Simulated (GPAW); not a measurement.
**How the functional moves the magnetism of zigzag Mo chain, bond 2.672 A**

Aim: see how far moments and order energies of zigzag Mo chain, bond 2.672 A move with the functional, and what each set costs.

Program: GPAW 26.7.0. Level of theory: several functionals; plane waves with GPAW's PAW setups, scalar-relativistic. Results are calculated unless marked as measured.

## 1. Set-up

The cell holds 2 atoms: 2 Mo. Cell: a = 12.000 Å, b = 12.000 Å, c = 3.206 Å, α = 90.0°, β = 90.0°, γ = 90.0°. model lattice. Vacuum lies along a and b. The structure's axis is c.

## 2. Set 1 (LDA), start ferro ++

Each set takes another functional on the same cell and mesh.

order1.py

```python
import json
import numpy as np
from ase import Atoms
from ase.parallel import paropen, parprint
from gpaw import GPAW

atoms = Atoms(['Mo', 'Mo'],
    cell=[[12.0, 0.0, 0.0],
         [0.0, 12.0, 0.0],
         [0.0, 0.0, 3.2064]],
    scaled_positions=[[0.41093333, 0.5, 0.0],
         [0.58906667, 0.5, 0.5]],
    pbc=True,
    magmoms=[1.0, 1.0])
atoms.calc = GPAW(mode={'name': 'pw', 'ecut': 600},
    xc='LDA',
    kpts={'size': (1, 1, 8), 'gamma': True},
    occupations={'name': 'fermi-dirac', 'width': 0.05},
    convergence={'density': 1e-05, 'energy': 1e-05},
    maxiter=200,
    symmetry={'tolerance': 1e-4},
    txt='order1.txt')
e = atoms.get_potential_energy(force_consistent=True)
res = {'free_energy': e, 'energy_sigma0': atoms.get_potential_energy(), 'fermi_energy': atoms.calc.get_fermi_level()}
res['moments'] = atoms.get_magnetic_moments().tolist()
res['total'] = atoms.get_magnetic_moment()
parprint('site moments (muB):', np.round(res['moments'], 3))
parprint(f"total moment: {res['total']:.3f} muB")
parprint(f'free energy: {e:.6f} eV')
atoms.calc.write('order1.gpw')
with paropen('results.json', 'w') as f:
    json.dump(res, f)
```

Started as:

```bash
> OMP_NUM_THREADS=1 python3 order1.py > order1.log
```

Log:

```text
site moments (muB): [0.159 0.159]
total moment: 0.474 muB
free energy: -14.822533 eV

--- order1.txt ---
Input parameters:
  mode=PW(ecut=600),
  convergence={'density': 1e-05, 'energy': 1e-05},
  kpts=MonkhorstPack(size=(1, 1, 8), gamma=True),
  maxiter=200,
  occupations=Occupations(name='fermi-dirac', width=0.05),
  symmetry=Symmetry(tolerance=0.0001),
  xc=XC(name='LDA')

Diagonalizing LCAO Hamiltonian
Converting LCAO to pw mode
        .----------------------------.
       /|                            |
      / |                            |
     /  |                            |
    /   .----------------------------.
   /   /                            /
  /   /               Mo           /
 *   /                            /
 |  /           Mo               /
 | /                            /
 |/                            /
 *----------------------------*

Atoms  # Å, Bohr magnetons
|   | symbol |        x |        y |        z |    initial magnetic moments |
|---|--------|----------|----------|----------|-----------------------------|
| 0 |     Mo | 4.931200 | 6.000000 | 0.000000 | ( 0.0000,  0.0000,  1.0000) |
| 1 |     Mo | 7.068800 | 6.000000 | 1.603200 | ( 0.0000,  0.0000,  1.0000) |

Unit cell  # Å
| periodic |         x |         y |        z |   lengths |    angles |
|----------|-----------|-----------|----------|-----------|-----------|
|      yes | 12.000000 |  0.000000 | 0.000000 | 12.000000 | 90.000000 |
|      yes |  0.000000 | 12.000000 | 0.000000 | 12.000000 | 90.000000 |
|      yes |  0.000000 |  0.000000 | 3.206400 |  3.206400 | 90.000000 |

Number of symmetries: 4

BZ-sampling:
  Number of BZ points: 8
  Number of IBZ points: 5

  Monkhorst-Pack size: [1, 1, 8]
  Monkhorst-Pack shift: [0.0, 0.0, 0.0625]

Plane wave coefficients: 15437
Cutoff: 600.0 eV

Spin-components: 2 (collinear spins)
Bands:           22
Projectors:      12
Spin-degeneracy: 1
Datatype:        complex128

Parallelization:
  kpt:    1
  domain: 1
  band:   1

Density:
  Valence electrons: 28.0
  Components: 2
  Grid points: [70 70 20]
  Charge: 0.0  # |e|

Potential:
  Grid points: [70 70 20]

[... setups left out ...]
Reference energy: -220039.626075  # eV

eigensolver:
  PPCG
  Converge bands: occupied
  niter=2

density mixing:
  MSR1-Mixer
  Pratt-step length: 0.05
  Maximum mixing coefficient: 0.75
  Old densities: 10
  SVD Regularization: 0.005
  Good broyden scale: 1.0
  Trust region scale: 1.0
  Backstep threshold: 4.0
  History deletion threshold: 6.0
  Fourier metric: weight=20.0, sigma=0.015

occupation numbers:
  Fermi-Dirac:
    width: 0.0500  # eV

poisson solver:
  ecut: 4800.0  # eV

xc functional:
  name: None

convergence criteria:
- Maximum integral of absolute [dens]ity change: 1e-05 electrons / valence electron
- Maximum [total energy] change in last 3 cyles: 1e-05 eV / valence electron
- Maximum integral of absolute [eigenst]ate change: 4e-08 eV^2 / valence electron
maximum number of iterations: 200

SCF iterations
|iter     |      energy | eigst |  dens |  magmom |
|---------|-------------|-------|-------|---------|
|iter:   1|       0s |  -17.091014 | +0.31 |       |  +1.9805|
|iter:   2|       2s |  -16.494099 | -1.28 | -0.83 |  +1.9395|
|iter:   3|       5s |  -15.084877 | -0.18 | -0.87 |  +1.4720|
|iter:   4|       7s |  -14.823196 | -0.98 | -1.12 |  +1.2580|
|iter:   5|       9s |  -14.774062 | -2.34 | -1.37 |  +1.0982|
|iter:   6|      12s |  -14.788877 | -2.96 | -1.70 |  +0.7894|
|iter:   7|      14s |  -14.788917 | -3.28 | -1.97 |  +0.6398|
|iter:   8|      16s |  -14.789400 | -4.70 | -2.47 |  +0.5828|
|iter:   9|      19s |  -14.789568 | -5.04 | -2.76 |  +0.5324|
|iter:  10|      21s |  -14.790092 | -4.95 | -2.82 |  +0.5193|
[... 20 iterations left out ...]
|iter:  31|      59s |  -14.789321c| -8.49c| -4.62 |  +0.4739|
|iter:  32|      60s |  -14.789321c| -8.17c| -4.92 |  +0.4739|
|iter:  33|      61s |  -14.789322c| -8.46c| -4.48 |  +0.4740|
|iter:  34|      62s |  -14.789322c| -8.93c| -4.76 |  +0.4740|
|iter:  35|      64s |  -14.789321c| -8.41c| -4.60 |  +0.4739|
|iter:  36|      65s |  -14.789321c| -8.46c| -4.29 |  +0.4739|
|iter:  37|      66s |  -14.789321c| -8.84c| -4.46 |  +0.4739|
|iter:  38|      67s |  -14.789321c| -9.02c| -4.66 |  +0.4740|
|iter:  39|      69s |  -14.789321c| -9.10c| -4.81 |  +0.4740|
|iter:  40|      70s |  -14.789322c| -9.12c| -5.06c|  +0.4741|

Converged in 40 steps
Energy contributions relative to reference atoms: (reference = -220039.626075)

Energy contributions:
  Kinetic:         -53.639333
  Coulomb:          40.896964
  Zero:             -0.548652
  External:          0.000000
  Xc:               -1.465089
  Entropy:          -0.066423
  Spinorbit:         0.000000
  ----------------------------
  Free energy:     -14.822533
  Extrapolated:    -14.789322

dipole moment: (0.000002, 0.000003, -11.938866)  # |e|*Ang

Total magnetic moment: (0.000000, 0.000000, 0.474051)

Local magnetic moments
|        x |        y |        z |
|----------|----------|----------|
| 0.000000 | 0.000000 | 0.159354 |  # Mo   0
| 0.000000 | 0.000000 | 0.159288 |  # Mo   1

Fermi level: -2.830
Eigenvalues  # (at kpt = [0.000, 0.000, 0.000])
| band index |      eig [eV] | occ [0-1] |      eig [eV] | occ [0-1] |
|------------|---------------|-----------|---------------|-----------|
|          0 |       -64.079 |     1.000 |       -63.977 |     1.000 |
|        ... |               |           |               |           |
|          6 |       -37.845 |     1.000 |       -37.760 |     1.000 |
|          7 |       -37.819 |     1.000 |       -37.696 |     1.000 |
|          8 |        -6.257 |     1.000 |        -6.174 |     1.000 |
|          9 |        -5.920 |     1.000 |        -5.822 |     1.000 |
|         10 |        -4.426 |     1.000 |        -4.331 |     1.000 |
|         11 |        -4.048 |     1.000 |        -3.905 |     1.000 |
|         12 |        -4.000 |     1.000 |        -3.891 |     1.000 |
|         13 |        -3.007 |     0.972 |        -2.892 |     0.773 |
|         14 |        -2.749 |     0.163 |        -2.628 |     0.017 |
|         15 |        -2.727 |     0.112 |        -2.625 |     0.016 |
|         16 |        -2.684 |     0.051 |        -2.580 |     0.007 |
|         17 |        -2.679 |     0.046 |        -2.517 |     0.002 |
|         18 |        -1.747 |     0.000 |        -1.643 |     0.000 |
|         19 |        -1.502 |     0.000 |        -1.422 |     0.000 |
|         20 |        -0.522 |     0.000 |        -0.426 |     0.000 |
|         21 |        -0.483 |     0.000 |        -0.403 |     0.000 |

No gap
No difference between direct/indirect transitions
```

Elapsed: 76 s, on 1 MPI rank of AMD EPYC 9R45, shared host; peak memory 0.44 GiB.

Read from the output:

* magnetization: 0.4741 μB
* final state: ferromagnetic
* largest moment: 0.1594 μB

After 40 cycles the largest moment stands at 0.159 μB.

## 3. Set 1 (LDA), start antiferro +-

The second start gives the energy difference between the two end states, the quantity that is followed from set to set.

order2.py is the script of step 2 with these lines changed:

```diff
@@ -13,3 +13,3 @@
     pbc=True,
-    magmoms=[1.0, 1.0])
+    magmoms=[1.0, -1.0])
 atoms.calc = GPAW(mode={'name': 'pw', 'ecut': 600},
@@ -21,3 +21,3 @@
     symmetry={'tolerance': 1e-4},
-    txt='order1.txt')
+    txt='order2.txt')
 e = atoms.get_potential_energy(force_consistent=True)
@@ -29,3 +29,3 @@
 parprint(f'free energy: {e:.6f} eV')
-atoms.calc.write('order1.gpw')
+atoms.calc.write('order2.gpw')
 with paropen('results.json', 'w') as f:
```

Started as:

```bash
> OMP_NUM_THREADS=1 python3 order2.py > order2.log
```

Log:

```text
site moments (muB): [ 2.19 -2.19]
total moment: 0.000 muB
free energy: -15.287131 eV

--- order2.txt ---
Input parameters:
  mode=PW(ecut=600),
  convergence={'density': 1e-05, 'energy': 1e-05},
  kpts=MonkhorstPack(size=(1, 1, 8), gamma=True),
  maxiter=200,
  occupations=Occupations(name='fermi-dirac', width=0.05),
  symmetry=Symmetry(tolerance=0.0001),
  xc=XC(name='LDA')

Diagonalizing LCAO Hamiltonian
Converting LCAO to pw mode
        .----------------------------.
       /|                            |
      / |                            |
     /  |                            |
    /   .----------------------------.
   /   /                            /
  /   /               Mo           /
 *   /                            /
 |  /           Mo               /
 | /                            /
 |/                            /
 *----------------------------*

Atoms  # Å, Bohr magnetons
|   | symbol |        x |        y |        z |    initial magnetic moments |
|---|--------|----------|----------|----------|-----------------------------|
| 0 |     Mo | 4.931200 | 6.000000 | 0.000000 | ( 0.0000,  0.0000,  1.0000) |
| 1 |     Mo | 7.068800 | 6.000000 | 1.603200 | ( 0.0000,  0.0000, -1.0000) |

Number of symmetries: 4

BZ-sampling:
  Number of BZ points: 8
  Number of IBZ points: 5

  Monkhorst-Pack size: [1, 1, 8]
  Monkhorst-Pack shift: [0.0, 0.0, 0.0625]

Plane wave coefficients: 15437
Cutoff: 600.0 eV

Spin-components: 2 (collinear spins)
Bands:           21
Projectors:      12
Spin-degeneracy: 1
Datatype:        complex128

Parallelization:
  kpt:    1
  domain: 1
  band:   1

Density:
[...]
|iter:  16|      34s |  -15.279578c| -6.21 | -3.90 |  +0.0001|
|iter:  17|      36s |  -15.279580c| -7.10 | -4.47 |  +0.0000|
|iter:  18|      37s |  -15.279578c| -7.62c| -4.70 |  +0.0000|
|iter:  19|      38s |  -15.279578c| -7.96c| -5.06c|  +0.0000|

Converged in 19 steps
Energy contributions relative to reference atoms: (reference = -220039.626075)

Energy contributions:
  Kinetic:         -39.554899
  Coulomb:          30.296607
  Zero:             -0.667834
  External:          0.000000
  Xc:               -5.345898
  Entropy:          -0.015107
  Spinorbit:         0.000000
  ----------------------------
  Free energy:     -15.287131
  Extrapolated:    -15.279578

dipole moment: (0.000003, 0.000003, -11.902542)  # |e|*Ang

Total magnetic moment: (0.000000, 0.000000, 0.000005)

Local magnetic moments
|        x |        y |         z |
|----------|----------|-----------|
| 0.000000 | 0.000000 |  2.190180 |  # Mo   0
| 0.000000 | 0.000000 | -2.190173 |  # Mo   1

Fermi level: -2.663
Eigenvalues  # (at kpt = [0.000, 0.000, 0.000])
| band index |      eig [eV] | occ [0-1] |      eig [eV] | occ [0-1] |
|------------|---------------|-----------|---------------|-----------|
|          0 |       -64.190 |     1.000 |       -64.190 |     1.000 |
|        ... |               |           |               |           |
|          7 |       -36.760 |     1.000 |       -36.760 |     1.000 |
|          8 |        -6.280 |     1.000 |        -6.280 |     1.000 |
|          9 |        -5.579 |     1.000 |        -5.579 |     1.000 |
|         10 |        -4.306 |     1.000 |        -4.306 |     1.000 |
[...]
|         17 |        -1.779 |     0.000 |        -1.779 |     0.000 |
|         18 |        -1.187 |     0.000 |        -1.187 |     0.000 |
|         19 |        -0.763 |     0.000 |        -0.763 |     0.000 |
|         20 |        -0.336 |     0.000 |        -0.336 |     0.000 |

No gap
No difference between direct/indirect transitions
```

Run time: 44 s. Hardware: 1 MPI rank; peak memory 0.42 GiB.

Numbers from this step:

* magnetization: 0 μB
* final state: antiferromagnetic
* largest moment: 2.190 μB

This start lies -232.3 meV a seeded atom from the first; its largest moment is 2.19 μB.

## 4. Set 2 (PBE), start ferro ++

order1.py is the script of step 2 with these lines changed:

```diff
@@ -15,3 +15,3 @@
 atoms.calc = GPAW(mode={'name': 'pw', 'ecut': 600},
-    xc='LDA',
+    xc='PBE',
     kpts={'size': (1, 1, 8), 'gamma': True},
```

Started as:

```bash
> OMP_NUM_THREADS=1 python3 order1.py > order1.log
```

Log:

```text
site moments (muB): [0.382 0.381]
total moment: 1.234 muB
free energy: -13.801513 eV

--- order1.txt ---
Input parameters:
  mode=PW(ecut=600),
  convergence={'density': 1e-05, 'energy': 1e-05},
  kpts=MonkhorstPack(size=(1, 1, 8), gamma=True),
  maxiter=200,
  occupations=Occupations(name='fermi-dirac', width=0.05),
  symmetry=Symmetry(tolerance=0.0001),
  xc=XC(name='PBE')

Diagonalizing LCAO Hamiltonian
[...]
|          8 |        -5.917 |     1.000 |        -5.769 |     1.000 |
|          9 |        -5.584 |     1.000 |        -5.427 |     1.000 |
[...]
|         18 |        -1.337 |     0.000 |        -1.193 |     0.000 |
|         19 |        -1.324 |     0.000 |        -0.951 |     0.000 |
|         20 |        -0.338 |     0.000 |        -0.174 |     0.000 |
|         21 |        -0.239 |     0.000 |        -0.020 |     0.000 |

No gap
No difference between direct/indirect transitions


[key lines of the parts left out:]
Free energy:     -13.801513
Converged in 22 steps
dipole moment: (0.000003, 0.000003, -11.901183)  # |e|*Ang
Fermi level: -2.582
```

Elapsed: 54 s, on 1 MPI rank; peak memory 0.47 GiB.

Numbers from this step:

```
magnetization  : 1.234 μB
final state    : ferromagnetic
largest moment : 0.3815 μB
```

The largest moment moves by +0.22 μB from set 1, at 0.71 times its CPU time.

## 5. Set 2 (PBE), start antiferro +-

order2.py is the script of step 3 with these lines changed:

```diff
@@ -15,3 +15,3 @@
 atoms.calc = GPAW(mode={'name': 'pw', 'ecut': 600},
-    xc='LDA',
+    xc='PBE',
     kpts={'size': (1, 1, 8), 'gamma': True},
```

Started as:

```bash
> OMP_NUM_THREADS=1 python3 order2.py > order2.log
```

Log:

```text
site moments (muB): [ 2.549 -2.549]
total moment: 0.000 muB
free energy: -14.725701 eV

--- order2.txt ---
Input parameters:
  mode=PW(ecut=600),
  convergence={'density': 1e-05, 'energy': 1e-05},
  kpts=MonkhorstPack(size=(1, 1, 8), gamma=True),
  maxiter=200,
  occupations=Occupations(name='fermi-dirac', width=0.05),
  symmetry=Symmetry(tolerance=0.0001),
  xc=XC(name='PBE')

Diagonalizing LCAO Hamiltonian
[...]
|          9 |        -5.181 |     1.000 |        -5.181 |     1.000 |
|         10 |        -4.069 |     1.000 |        -4.069 |     1.000 |
[...]
|         17 |        -1.104 |     0.000 |        -1.104 |     0.000 |
|         18 |        -0.704 |     0.000 |        -0.704 |     0.000 |
|         19 |        -0.057 |     0.000 |        -0.057 |     0.000 |
|         20 |        -0.028 |     0.000 |        -0.028 |     0.000 |

No gap
No difference between direct/indirect transitions


[key lines of the parts left out:]
Free energy:     -14.725701
Converged in 18 steps
dipole moment: (0.000004, 0.000003, -11.860348)  # |e|*Ang
Fermi level: -2.361
```

Elapsed: 42 s, on 1 MPI rank; peak memory 0.46 GiB.

Read from the output:

* magnetization: 0 μB
* final state: antiferromagnetic
* largest moment: 2.549 μB

This start lies -462.1 meV a seeded atom from the first, a change of -229.8 meV since set 1; its largest moment is 2.55 μB.

## 6. Set 3 (revPBE), start ferro ++

order1.py is the script of step 4 with these lines changed:

```diff
@@ -15,3 +15,3 @@
 atoms.calc = GPAW(mode={'name': 'pw', 'ecut': 600},
-    xc='PBE',
+    xc='revPBE',
     kpts={'size': (1, 1, 8), 'gamma': True},
```

Started as:

```bash
> OMP_NUM_THREADS=1 python3 order1.py > order1.log
```

Log:

```text
site moments (muB): [0.401 0.401]
total moment: 1.259 muB
free energy: -13.384656 eV

--- order1.txt ---
Input parameters:
  mode=PW(ecut=600),
  convergence={'density': 1e-05, 'energy': 1e-05},
  kpts=MonkhorstPack(size=(1, 1, 8), gamma=True),
  maxiter=200,
  occupations=Occupations(name='fermi-dirac', width=0.05),
  symmetry=Symmetry(tolerance=0.0001),
  xc=XC(name='revPBE')

Diagonalizing LCAO Hamiltonian
[...]
|          8 |        -5.772 |     1.000 |        -5.661 |     1.000 |
|          9 |        -5.451 |     1.000 |        -5.329 |     1.000 |
[...]
|         18 |        -1.216 |     0.000 |        -1.061 |     0.000 |
|         19 |        -1.198 |     0.000 |        -0.784 |     0.000 |
|         20 |        -0.262 |     0.000 |        -0.151 |     0.000 |
|         21 |        -0.115 |     0.000 |         0.063 |     0.000 |

No gap
No difference between direct/indirect transitions


[key lines of the parts left out:]
Free energy:     -13.384656
Converged in 24 steps
dipole moment: (0.000002, 0.000003, -11.895314)  # |e|*Ang
Fermi level: -2.479
```

The job ended after 58 s (1 MPI rank; peak memory 0.47 GiB).

Numbers from this step:

```
magnetization  : 1.259 μB
final state    : ferromagnetic
largest moment : 0.4007 μB
```

The largest moment moves by +0.02 μB from set 2, at 1.1 times its CPU time.

## 7. Set 3 (revPBE), start antiferro +-

order2.py is the script of step 5 with these lines changed:

```diff
@@ -15,3 +15,3 @@
 atoms.calc = GPAW(mode={'name': 'pw', 'ecut': 600},
-    xc='PBE',
+    xc='revPBE',
     kpts={'size': (1, 1, 8), 'gamma': True},
```

Started as:

```bash
> OMP_NUM_THREADS=1 python3 order2.py > order2.log
```

Log:

```text
site moments (muB): [ 2.624 -2.624]
total moment: 0.000 muB
free energy: -14.442968 eV

--- order2.txt ---
Input parameters:
  mode=PW(ecut=600),
  convergence={'density': 1e-05, 'energy': 1e-05},
  kpts=MonkhorstPack(size=(1, 1, 8), gamma=True),
  maxiter=200,
  occupations=Occupations(name='fermi-dirac', width=0.05),
  symmetry=Symmetry(tolerance=0.0001),
  xc=XC(name='revPBE')

Diagonalizing LCAO Hamiltonian
[...]
|          9 |        -5.051 |     1.000 |        -5.051 |     1.000 |
|         10 |        -3.991 |     1.000 |        -3.991 |     1.000 |
[...]
|         17 |        -0.888 |     0.000 |        -0.888 |     0.000 |
|         18 |        -0.534 |     0.000 |        -0.534 |     0.000 |
|         19 |         0.006 |     0.000 |         0.006 |     0.000 |
|         20 |         0.176 |     0.000 |         0.176 |     0.000 |

No gap
No difference between direct/indirect transitions


[key lines of the parts left out:]
Free energy:     -14.442968
Converged in 18 steps
dipole moment: (0.000001, 0.000003, -11.853404)  # |e|*Ang
Fermi level: -2.238
```

It took 42 s on 1 MPI rank; peak memory 0.46 GiB.

Numbers from this step:

```yaml
magnetization: 0 μB
final_state: antiferromagnetic
largest_moment: 2.624 μB
```

This start lies -529.2 meV a seeded atom from the first, a change of -67.1 meV since set 2; its largest moment is 2.62 μB.

## 8. Set 4 (RPBE), start ferro ++

order1.py is the script of step 6 with these lines changed:

```diff
@@ -15,3 +15,3 @@
 atoms.calc = GPAW(mode={'name': 'pw', 'ecut': 600},
-    xc='revPBE',
+    xc='RPBE',
     kpts={'size': (1, 1, 8), 'gamma': True},
```

Started as:

```bash
> OMP_NUM_THREADS=1 python3 order1.py > order1.log
```

Log:

```text
site moments (muB): [0.376 0.375]
total moment: 1.059 muB
free energy: -13.295969 eV

--- order1.txt ---
Input parameters:
  mode=PW(ecut=600),
  convergence={'density': 1e-05, 'energy': 1e-05},
  kpts=MonkhorstPack(size=(1, 1, 8), gamma=True),
  maxiter=200,
  occupations=Occupations(name='fermi-dirac', width=0.05),
  symmetry=Symmetry(tolerance=0.0001),
  xc=XC(name='RPBE')

Diagonalizing LCAO Hamiltonian
[...]
|          8 |        -5.724 |     1.000 |        -5.704 |     1.000 |
|          9 |        -5.430 |     1.000 |        -5.368 |     1.000 |
[...]
|         18 |        -1.205 |     0.000 |        -1.072 |     0.000 |
|         19 |        -1.195 |     0.000 |        -0.815 |     0.000 |
|         20 |        -0.233 |     0.000 |        -0.248 |     0.000 |
|         21 |        -0.079 |     0.000 |         0.003 |     0.000 |

No gap
No difference between direct/indirect transitions


[key lines of the parts left out:]
Free energy:     -13.295969
Converged in 47 steps
dipole moment: (-0.000011, 0.000003, -11.893978)  # |e|*Ang
Fermi level: -2.486
```

Run time: 1.9 min. Hardware: 1 MPI rank; peak memory 0.47 GiB.

Numbers from this step:

* magnetization: 1.059 μB
* final state: ferromagnetic
* largest moment: 0.3760 μB

The largest moment moves by -0.02 μB from set 3, at 2.0 times its CPU time.

[end of part 1 of 2]

[Logs and program files are shortened in this print: banners, set-up blocks, solver, clock and traceback lines can be left out without a mark of their own.]

[Logs are printed without paths, hosts, clocks, repeated set-up lines and the standing remarks that a program may print on its own settings, such as how far it seeks lower states.]

[Hosts, paths, dates, database ids (printed as entryN), source tags and the programs' standing remarks are cut or masked in the printed files.]

[Where a cell is said to come from a database of computed structures, the database is the Materials Project.]
